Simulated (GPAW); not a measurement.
# YHSe (P-6m2): one start, several treatments of the self-energy

Wanted: the gap of YHSe (P-6m2) under several approximations, with cost.

Calculated with GPAW 26.7.0; LDA and many-body steps on it, plane waves.

### 1. Starting point

The structure is hexagonal, space group P-6m2 (No. 187). The conventional cell has a = 3.841 Å, b = 3.841 Å, c = 3.916 Å, α = 90.00°, β = 90.00°, γ = 120.00°. Nearest to Y lie 3 H at 2.22 Å and 6 Se at 2.96 Å. H has 3 Y at 2.22 Å nearest. Se has 6 H at 2.96 Å and 6 Y at 2.96 Å nearest. Farther neighbours and most contacts between anions are not listed.

As a file:

```
Y H Se
1.0
     3.84093    0.00000    0.00000
    -1.92047    3.32634    0.00000
     0.00000    0.00000    3.91555
Y H Se
1 1 1
Direct
  0.00000 0.00000 0.00000
  0.33333 0.66667 0.00000
  0.66667 0.33333 0.50000
```

The cell and positions are those that the Materials Project relaxed with its own functionals (PBE, PBE+U or r2SCAN), kept fixed.

### 2. Empty states on the mesh, 3×3×4 mesh, 331 bands

This step: GPAW 26.7.0; DFT, LDA, plane waves, PAW.

The sums over transitions need many empty states on a uniform mesh; this step solves for them.

Input file run.py:

```python
import json
import numpy as np
from gpaw.mpi import world
from gpaw import GPAW

calc = GPAW('gs.gpw').fixed_density(kpts={'size': (3, 3, 4), 'gamma': True},
    parallel={'domain': 1, 'band': 1},
    txt='nscf.txt')
calc.diagonalize_full_hamiltonian(nbands=331)
calc.write('full.gpw', mode='all')
res = {}
kpts = calc.get_ibz_k_points()
res['kpts'] = kpts
res['eigenvalues'] = [calc.get_eigenvalues(kpt=k) for k in range(len(kpts))]
res['n_electrons'] = calc.get_number_of_electrons()

if world.rank == 0:
    with open('result.json', 'w') as f:
        json.dump(res, f, default=lambda x: x.tolist())
```

Command:

```bash
$ mpirun -n 4 gpaw python run.py
```

Numbers of over 12 decimals in the logs are rounded to 6 here.

Log:

```text
Diagonalizing LCAO Hamiltonian
Converting LCAO to pw mode
convergence criteria:
- Maximum integral of absolute [eigenst]ate change: 4e-08 eV^2 / valence electron
maximum number of iterations: 100

SCF iterations
|iter     |     time |      energy | eigst |  dens |
|iter:   1|  |             | +0.39 |       |
|iter:   2|  |             | -1.13 |       |
|iter:   3|  |             | -2.46 |       |
[...]
|iter:   7|  |             | -6.20 |       |
|iter:   8|  |             | -6.96 |       |
|iter:   9|  |             | -7.66c|       |
SCF steps: 9
  __  _  _
 | _ |_)|_||  |
 |__||  | ||/\| - 26.7.0

Input parameters:
  mode=PW(ecut=600.0),
  convergence={'density': 1e-06, 'bands': -3},
  gpts=array([24, 24, 24]),
  kpts=MonkhorstPack(size=(3, 3, 4), gamma=True),
  maxiter=100,
  nbands=16,
  occupations=Occupations(name='fermi-dirac', width=0.001, fixmagmom=False),
  parallel={'domain': 1, 'band': 1},
  xc=XC(name='LDA')
Matrix size: 1677x1677
# Writing to full.gpw (mode='all')
  [... matrices ...]

timing:  # [seconds]
  Total: 15.217  # ━━━━━━━━━━━━━━━━━━━━━━━━━━━━━━━━━━━━━━━━━━━━━━━━━━━━━━━━━━
```

The job ended after 19 s (4 MPI ranks of Arm Neoverse V1, shared host; peak memory 1.6 GiB).

This step gave:

| Quantity | Value |
| --- | --- |
| gap | 1.369 eV |
| k of the valence top | 0, 0, 0.5 |
| k of the conduction bottom | 0, 0, 0 |
| least direct gap | 1.745 eV |
| k points computed | 9 |
| lowest point of the top converged band, above the valence top | 182.2117 eV |

On this mesh the gap is 1.369 eV.

### 3. G0W0, Godby-Needs plasmon pole

Now the one-shot GW correction: screening in the RPA, then the self-energy of the levels asked for.

This step: G0W0 on LDA, plane waves, PAW.

Input file run.py:

```python
import json
import numpy as np
from gpaw.mpi import world
from gpaw.response.g0w0 import G0W0

gw = G0W0('full.gpw',
    filename='gw',
    kpts=[0, 2],
    bands=(7, 11),
    ecut=120,
    nbands=149,
    integrate_gamma='WS',
    ppa=True)
gw.calculate()
res = {mode: {k: v for k, v in r.items() if k != 'sigma_eskwn'}
       for mode, r in gw.all_results.items()}

if world.rank == 0:
    with open('result.json', 'w') as f:
        json.dump(res, f, default=lambda x: x.tolist())
```

Command:

```bash
$ mpirun -n 4 gpaw python run.py
```

Log:

```text
Using integrator: PointIntegrator
FrequencyGridDescriptor(from 0.000+0.000j to 0.000+27.211j eV, 2 points)
Nonperiodic BCs:  [False False False]
Using integrator: PointIntegrator
FrequencyGridDescriptor(from 0.000+0.000j to 0.000+27.211j eV, 2 points)
Nonperiodic BCs:  [False False False]
  ___  _ _ _
 |   || | | |
 | | || | | |
 |__ ||_____|
 |___|

BZ k-points: Symmetries present (total): 12

  [... matrices ...]
36 k-points: 3 x 3 x 4 Monkhorst-Pack grid + [0.000000,0.000000,1/8]
9 k-points in the irreducible part of the Brillouin zone
       k-points in crystal coordinates                weights
   0:     0.00000000    0.00000000    0.00000000          1/36
   1:     0.00000000    0.00000000    0.25000000          2/36
   2:     0.00000000    0.00000000    0.50000000          1/36
   3:     0.33333333    0.00000000    0.00000000          6/36
   4:     0.33333333    0.00000000    0.25000000         12/36
   5:     0.33333333    0.00000000    0.50000000          6/36
   6:     0.33333333    0.33333333    0.00000000          2/36
   7:     0.33333333    0.33333333    0.25000000          4/36
   8:     0.33333333    0.33333333    0.50000000          2/36

Distributing spins, k-points and bands (1 x 2 x 4) over 4 processes
Number of blocks: 1

Quasi particle states:
k-points (IBZ indices): [0, 2]
Band range: (7, 11)
  [... matrices ...]
Computational parameters:
Plane wave cut-off: 120 eV
Number of bands: 149
Coulomb cutoff: None
Broadening: 0.1 eV

fxc modes: GW
Kernel: RPA
Using Godby-Needs plasmon-pole approximation:
  Fitting energy: i*E0, E0 = 1.000 Hartree
Summing all q:

Calculating screened Coulomb potential
No Coulomb truncation
FrequencyGridDescriptor(from 0.000+0.000j to 0.000+27.211j eV, 2 points)
Removing empty qpoint cache files...

Calculating chi0 body with:
    Ground state adapter containing:
    Number of spins: 1
    Number of kpoints: 36
    Number of irreducible kpoints: 9
    Number of completely occupied states: 9
    Number of partially occupied states: 9
    Occupied states memory: 1.8984375 M / cpu

    Linear response parametrization:
    q_c: [0.0, 0.0, 0.0]
    Number of frequency points: 2
    Planewave cutoff: 120.0
    Number of bands: 149
    Number of planewaves: 145
    Broadening (eta): 1e-06
    comm.size: 4
    kncomm.size: 4
    blockcomm.size: 1

    Memory estimate of potentially large arrays:
        chi0_wGG: 0.641632 M / cpu
Integrating chi0 body.

Symmetries of q_c:
    Direct symmetries (Uq -> q): 12
    Indirect symmetries (TUq -> q): 12
In total 24 allowed symmetries.

  [... matrices ...]
9 groups of equivalent kpoints. 75.0% reduction.

Integral kind: response function
Integrating chi0 head and wings.

Symmetries of q_c:
    Direct symmetries (Uq -> q): 12
    Indirect symmetries (TUq -> q): 12
In total 24 allowed symmetries.

  [... matrices ...]
9 groups of equivalent kpoints. 75.0% reduction.

Integral kind: response function wings

Calculating chi0 body with:
    Ground state adapter containing:
    Number of spins: 1
    Number of kpoints: 36
    Number of irreducible kpoints: 9
    Number of completely occupied states: 9
    Number of partially occupied states: 9
    Occupied states memory: 1.8984375 M / cpu

    Linear response parametrization:
[... the further q-points ...]

Results:
f:      Occupation numbers
eps:     KS-eigenvalues [eV]
vxc:     KS vxc [eV]
exx:     Exact exchange [eV]
sigma:   Self-energies [eV]
dsigma:  Self-energy derivatives
Z:       Renormalization factors
qp:      QP-energies [eV]

k-point 0 (0): (0.000, 0.000, 0.000)                GW
band       f     eps     vxc     exx   sigma  dsigma       Z      qp
                                                                   GW
   7   1.000   5.377 -14.647 -16.683   1.660  -0.259   0.794   5.079
   8   1.000   5.377 -14.647 -16.683   1.660  -0.259   0.794   5.079
   9   0.000   8.301 -12.616  -7.790  -4.076  -0.235   0.810   8.908
  10   0.000  10.674 -15.340  -9.691  -4.509  -0.257   0.796  11.581

k-point 1 (2): (0.000, 0.000, 0.500)                GW
band       f     eps     vxc     exx   sigma  dsigma       Z      qp
                                                                   GW
   7   1.000   5.793 -15.227 -17.283   1.655  -0.257   0.796   5.474
   8   1.000   6.932 -14.069 -16.057   1.342  -0.255   0.797   6.417
   9   0.000   8.677 -13.782  -8.519  -4.176  -0.242   0.805   9.552
  10   0.000   8.677 -13.782  -8.519  -4.176  -0.242   0.805   9.552
```

It took 30 s on 4 MPI ranks; peak memory 1.3 GiB; 2 min of CPU time.

This step gave:

- G0W0 gap on the points computed: 2.491 eV
- least direct G0W0 gap on the computed points: 3.135 eV
- Z at the valence top: 0.7968
- Z at the conduction bottom: 0.8097
- starting gap on the mesh: 1.369 eV
- k of the valence top: 0, 0, 0.5
- k of the conduction bottom: 0, 0, 0

The gap on the mesh goes from 1.37 eV to 2.49 eV, a correction of +1.12 eV.

### 4. One-shot HSE06

This step: one-shot HSE06 levels on LDA orbitals, plane waves, PAW.

Input file run.py:

```python
import json
import numpy as np
from gpaw.mpi import world
from gpaw.hybrids.eigenvalues import non_self_consistent_eigenvalues

dft, vxc, vxc_hyb = non_self_consistent_eigenvalues('full.gpw', 'HSE06', 7, 11, kpt_indices=[0, 2])
res = {'dft': dft[0], 'hybrid': (dft - vxc + vxc_hyb)[0]}
if world.rank == 0:
    with open('hybrid.txt', 'w') as f:
        for k, e0, e1 in zip([0, 2], res['dft'], res['hybrid']):
            print(k, ' '.join(f'{x:9.4f}' for x in e0), '|', ' '.join(f'{x:9.4f}' for x in e1), file=f)

if world.rank == 0:
    with open('result.json', 'w') as f:
        json.dump(res, f, default=lambda x: x.tolist())
```

Command:

```bash
$ mpirun -n 4 gpaw python run.py
```

Log:

```text
IBZ(<points: 9, symmetries: 12>)
Occupied bands: 9
Transforming wave functions from IBZ to BZ: 0.025 seconds
Distributing wave functions and iFFT-ing to real space: 0.117 seconds
Calculating eigenvalues:
  k-points: 2
  Bands: 7-10 (inclusive)
  Seconds: 0.315 (wave-function broadcasting: 0.011 seconds)
HSE06-eigenvalue shifts:
  min: -0.384 eV
  ave: 0.284 eV
  max: 0.929 eV
```

Elapsed: 3.1 s, on 4 MPI ranks; peak memory 0.48 GiB.

This step gave:

| Quantity | Value |
| --- | --- |
| starting gap on the mesh | 1.369 eV |
| hybrid gap on the mesh | 2.509 eV |
| least direct hybrid gap on the computed points | 2.997 eV |

### 5. G0W0, extrapolated in the cutoff

This step: G0W0 on LDA, plane waves, PAW.

Input file run.py:

```python
import json
import numpy as np
from gpaw.mpi import world
from gpaw.response.g0w0 import G0W0

gw = G0W0('full.gpw',
    filename='gw',
    kpts=[0, 2],
    bands=(7, 11),
    ecut=200.0,
    integrate_gamma='WS',
    ppa=True,
    ecut_extrapolation=True)
gw.calculate()
res = {mode: {k: v for k, v in r.items() if k != 'sigma_eskwn'}
       for mode, r in gw.all_results.items()}

if world.rank == 0:
    with open('result.json', 'w') as f:
        json.dump(res, f, default=lambda x: x.tolist())
```

Command:

```bash
$ mpirun -n 4 gpaw python run.py
```

Log:

```text
Using integrator: PointIntegrator
FrequencyGridDescriptor(from 0.000+0.000j to 0.000+27.211j eV, 2 points)
Nonperiodic BCs:  [False False False]
Using integrator: PointIntegrator
FrequencyGridDescriptor(from 0.000+0.000j to 0.000+27.211j eV, 2 points)
Nonperiodic BCs:  [False False False]
  ___  _ _ _
 |   || | | |
 | | || | | |
 |__ ||_____|
 |___|

BZ k-points: Symmetries present (total): 12

  [... matrices ...]
36 k-points: 3 x 3 x 4 Monkhorst-Pack grid + [0.000000,0.000000,1/8]
9 k-points in the irreducible part of the Brillouin zone
       k-points in crystal coordinates                weights
   0:     0.00000000    0.00000000    0.00000000          1/36
   1:     0.00000000    0.00000000    0.25000000          2/36
   2:     0.00000000    0.00000000    0.50000000          1/36
[...]
7:     0.33333333    0.33333333    0.25000000          4/36
   8:     0.33333333    0.33333333    0.50000000          2/36

Distributing spins, k-points and bands (1 x 2 x 4) over 4 processes
Number of blocks: 1

Quasi particle states:
k-points (IBZ indices): [0, 2]
Band range: (7, 11)
  [... matrices ...]
Computational parameters:
Extrapolating to infinite plane wave cut-off using points at:
  172.355 eV
  184.896 eV
  200.000 eV
Number of bands: 321
Coulomb cutoff: None
Broadening: 0.1 eV

fxc modes: GW
Kernel: RPA
Using Godby-Needs plasmon-pole approximation:
  Fitting energy: i*E0, E0 = 1.000 Hartree
Summing all q:

Calculating screened Coulomb potential
No Coulomb truncation
FrequencyGridDescriptor(from 0.000+0.000j to 0.000+27.211j eV, 2 points)
Removing empty qpoint cache files...

Calculating chi0 body with:
    Ground state adapter containing:
    Number of spins: 1
    Number of kpoints: 36
    Number of irreducible kpoints: 9
[...]
kncomm.size: 4
    blockcomm.size: 1

    Memory estimate of potentially large arrays:
        chi0_wGG: 3.263214 M / cpu
Integrating chi0 body.

Symmetries of q_c:
    Direct symmetries (Uq -> q): 12
    Indirect symmetries (TUq -> q): 12
In total 24 allowed symmetries.

  [... matrices ...]
9 groups of equivalent kpoints. 75.0% reduction.

Integral kind: response function
Integrating chi0 head and wings.

Symmetries of q_c:
    Direct symmetries (Uq -> q): 12
    Indirect symmetries (TUq -> q): 12
In total 24 allowed symmetries.

  [... matrices ...]
9 groups of equivalent kpoints. 75.0% reduction.

Integral kind: response function wings

Calculating chi0 body with:
    Ground state adapter containing:
    Number of spins: 1
    Number of kpoints: 36
    Number of irreducible kpoints: 9
    Number of completely occupied states: 9
    Number of partially occupied states: 9
    Occupied states memory: 1.8984375 M / cpu

    Linear response parametrization:
[... the further q-points ...]
Extrapolating selfenergy to infinite energy cutoff:
  Performing linear fit to 3 points
  Minimum R^2 = 0.9995. (R^2 Should be close to 1)
  [... matrices ...]
Results:
f:      Occupation numbers
eps:     KS-eigenvalues [eV]
vxc:     KS vxc [eV]
exx:     Exact exchange [eV]
sigma:   Self-energies [eV]
dsigma:  Self-energy derivatives
Z:       Renormalization factors
qp:      QP-energies [eV]

k-point 0 (0): (0.000, 0.000, 0.000)                GW
band       f     eps     vxc     exx   sigma  dsigma       Z      qp
                                                                   GW
   7   1.000   5.377 -14.647 -16.683   1.395  -0.261   0.793   4.869
   8   1.000   5.377 -14.647 -16.683   1.395  -0.261   0.793   4.869
   9   0.000   8.301 -12.616  -7.790  -4.251  -0.237   0.809   8.766
[...]
k-point 1 (2): (0.000, 0.000, 0.500)                GW
band       f     eps     vxc     exx   sigma  dsigma       Z      qp
                                                                   GW
[...]
9   0.000   8.677 -13.782  -8.519  -4.360  -0.244   0.804   9.403
  10   0.000   8.677 -13.782  -8.519  -4.360  -0.244   0.804   9.403
```

It took 3.5 min on 4 MPI ranks; peak memory 1.5 GiB; 14 min of CPU time.

Numbers from this step:

```
quasiparticle gap on the points computed              : 2.609 eV
least direct quasiparticle gap on the computed points : 3.246 eV
Z at the valence top                                  : 0.7949
Z at the conduction bottom                            : 0.8086
starting gap on the mesh                              : 1.369 eV
k of the valence top                                  : 0, 0, 0.5
k of the conduction bottom                            : 0, 0, 0
gaps at the cutoffs of the extrapolation              : 2.547, 2.554, 2.560 eV
```

Against G0W0 in GPAW (3×3×4 mesh, 149 bands, screening to 120 eV, Godby-Needs plasmon pole), the gap moves by +0.118 eV.

### 6. One-shot PBE0

This step: one-shot PBE0 levels on LDA orbitals, plane waves, PAW.

Input file run.py:

```python
import json
import numpy as np
from gpaw.mpi import world
from gpaw.hybrids.eigenvalues import non_self_consistent_eigenvalues

dft, vxc, vxc_hyb = non_self_consistent_eigenvalues('full.gpw', 'PBE0', 7, 11, kpt_indices=[0, 2])
res = {'dft': dft[0], 'hybrid': (dft - vxc + vxc_hyb)[0]}
if world.rank == 0:
    with open('hybrid.txt', 'w') as f:
        for k, e0, e1 in zip([0, 2], res['dft'], res['hybrid']):
            print(k, ' '.join(f'{x:9.4f}' for x in e0), '|', ' '.join(f'{x:9.4f}' for x in e1), file=f)

if world.rank == 0:
    with open('result.json', 'w') as f:
        json.dump(res, f, default=lambda x: x.tolist())
```

Command:

```bash
$ mpirun -n 4 gpaw python run.py
```

Log:

```text
IBZ(<points: 9, symmetries: 12>)
Occupied bands: 9
Transforming wave functions from IBZ to BZ: 0.027 seconds
Distributing wave functions and iFFT-ing to real space: 0.127 seconds
Calculating eigenvalues:
  k-points: 2
  Bands: 7-10 (inclusive)
  Seconds: 0.463 (wave-function broadcasting: 0.011 seconds)
HSE06-eigenvalue shifts:
  min: -0.738 eV
  ave: 0.240 eV
  max: 1.268 eV
```

It took 3.3 s on 4 MPI ranks; peak memory 0.46 GiB.

This step gave:

| Property | Result |
| --- | --- |
| starting gap on the mesh | 1.369 eV |
| hybrid gap on the mesh | 3.160 eV |
| least direct hybrid gap on the computed points | 3.651 eV |

### 7. G0W0, full frequency, Hilbert transform

This step: G0W0 on LDA, plane waves, PAW.

Input file run.py:

```python
import json
import numpy as np
from gpaw.mpi import world
from gpaw.response.g0w0 import G0W0

gw = G0W0('full.gpw',
    filename='gw',
    kpts=[0, 2],
    bands=(7, 11),
    ecut=120,
    nbands=149,
    integrate_gamma='WS',
    frequencies={'type': 'nonlinear', 'domega0': 0.1, 'omega2': 15.0},
    eta=0.1,
    nblocksmax=True)
gw.calculate()
res = {mode: {k: v for k, v in r.items() if k != 'sigma_eskwn'}
       for mode, r in gw.all_results.items()}

if world.rank == 0:
    with open('result.json', 'w') as f:
        json.dump(res, f, default=lambda x: x.tolist())
```

Command:

```bash
$ mpirun -n 4 gpaw python run.py
```

Log:

```text
Using integrator: PointIntegrator
NonLinearFrequencyDescriptor(from 0.000 to 150.776 eV, 293 points)
Nonperiodic BCs:  [False False False]
Using integrator: PointIntegrator
NonLinearFrequencyDescriptor(from 0.000 to 150.776 eV, 293 points)
Nonperiodic BCs:  [False False False]
  ___  _ _ _
 |   || | | |
 | | || | | |
 |__ ||_____|
 |___|

BZ k-points: Symmetries present (total): 12

  [... matrices ...]
36 k-points: 3 x 3 x 4 Monkhorst-Pack grid + [0.000000,0.000000,1/8]
9 k-points in the irreducible part of the Brillouin zone
[...]
GW
   7   1.000   5.377 -14.647 -16.683   1.666  -0.319   0.758   5.097
   8   1.000   5.377 -14.647 -16.683   1.666  -0.319   0.758   5.097
   9   0.000   8.301 -12.616  -7.790  -4.021  -0.245   0.804   8.948
[...]
k-point 1 (2): (0.000, 0.000, 0.500)                GW
band       f     eps     vxc     exx   sigma  dsigma       Z      qp
                                                                   GW
[...]
9   0.000   8.677 -13.782  -8.519  -4.140  -0.288   0.776   9.549
  10   0.000   8.677 -13.782  -8.519  -4.140  -0.288   0.776   9.549
```

Elapsed: 66 s, on 4 MPI ranks; peak memory 1.7 GiB; 4.4 min of CPU time.

This step gave:

```yaml
g0w0_gap_on_the_points_computed: 2.500 eV
least_direct_g0w0_gap_on_the_computed_points: 3.101 eV
starting_gap_on_the_mesh: 1.369 eV
k_of_the_valence_top: 0, 0, 0.5
k_of_the_conduction_bottom: 0, 0, 0
```

Against G0W0 in GPAW (3×3×4 mesh, 149 bands, screening to 120 eV, Godby-Needs plasmon pole), the gap moves by +0.009 eV.

### 8. The runs together

Times are wall times on 4 MPI ranks of Arm Neoverse V1, shared host, good to a factor of about two.

```
                                    run   mesh  bands  screening cutoff (eV)  DFT gap (eV)  gap on the mesh (eV)  direct (eV)     time
         G0W0, Godby-Needs plasmon pole  3×3×4    149                    120         1.369                 2.491        3.135     30 s
                         one-shot HSE06  3×3×4      -                      -         1.369                 2.509        2.997    3.1 s
       G0W0, extrapolated in the cutoff  3×3×4      -                    200         1.369                 2.609        3.246  3.5 min
                          one-shot PBE0  3×3×4      -                      -         1.369                 3.160        3.651    3.3 s
G0W0, full frequency, Hilbert transform  3×3×4    149                    120         1.369                 2.500        3.101     66 s
```

### 9. Outcome

| Property | Result |
| --- | --- |
| G0W0, Godby-Needs plasmon pole | 2.491 eV |
| one-shot HSE06 | 2.509 eV |
| G0W0, extrapolated in the cutoff | 2.609 eV |
| one-shot PBE0 | 3.160 eV |
| G0W0, full frequency, Hilbert transform | 2.500 eV |
| known limits | not at the basis limit; no spin-orbit coupling; coarse k mesh |

What this shows: One-shot HSE06: +0.018 eV against G0W0, Godby-Needs plasmon pole. G0W0, extrapolated in the cutoff: +0.118 eV against G0W0, Godby-Needs plasmon pole, at other bands or cutoff, so not like for like. One-shot PBE0: +0.669 eV against G0W0, Godby-Needs plasmon pole. G0W0, full frequency, Hilbert transform: +0.009 eV against G0W0, Godby-Needs plasmon pole. One-shot hybrid levels are evaluated on the LDA orbitals. Bands and cutoff are finite, so the gap is not at the basis limit. The miss can reach some tenths of an eV and take either sign; the mesh is an error of its own. These stock PAW sets were not made for GW; the filled d or f shell of Se lies in the frozen core, which bears on start and correction. In the G0W0 runs levels were corrected at 2 k points alone, so a gap called «on the mesh» is the least over those, and an edge elsewhere would be missed. The 3×3×4 mesh is coarse for this cell, which bears on the long-range parts of exchange and screening. The many-body steps are scalar-relativistic: spin-orbit coupling is not in them.

[Paths, hosts, dates, memory and timing lines, banners, echoed tables and standing remarks are left out of the program output.]

[Logs are printed without paths, hosts, clocks, repeated set-up lines and the standing remarks that a program may print on its own settings, such as how far it seeks lower states.]

[Runs of the session that timed out or met a known fault of the program may be left out.]

[Hosts, paths, dates, database ids (printed as entryN), source tags and the programs' standing remarks are cut or masked in the printed files.]
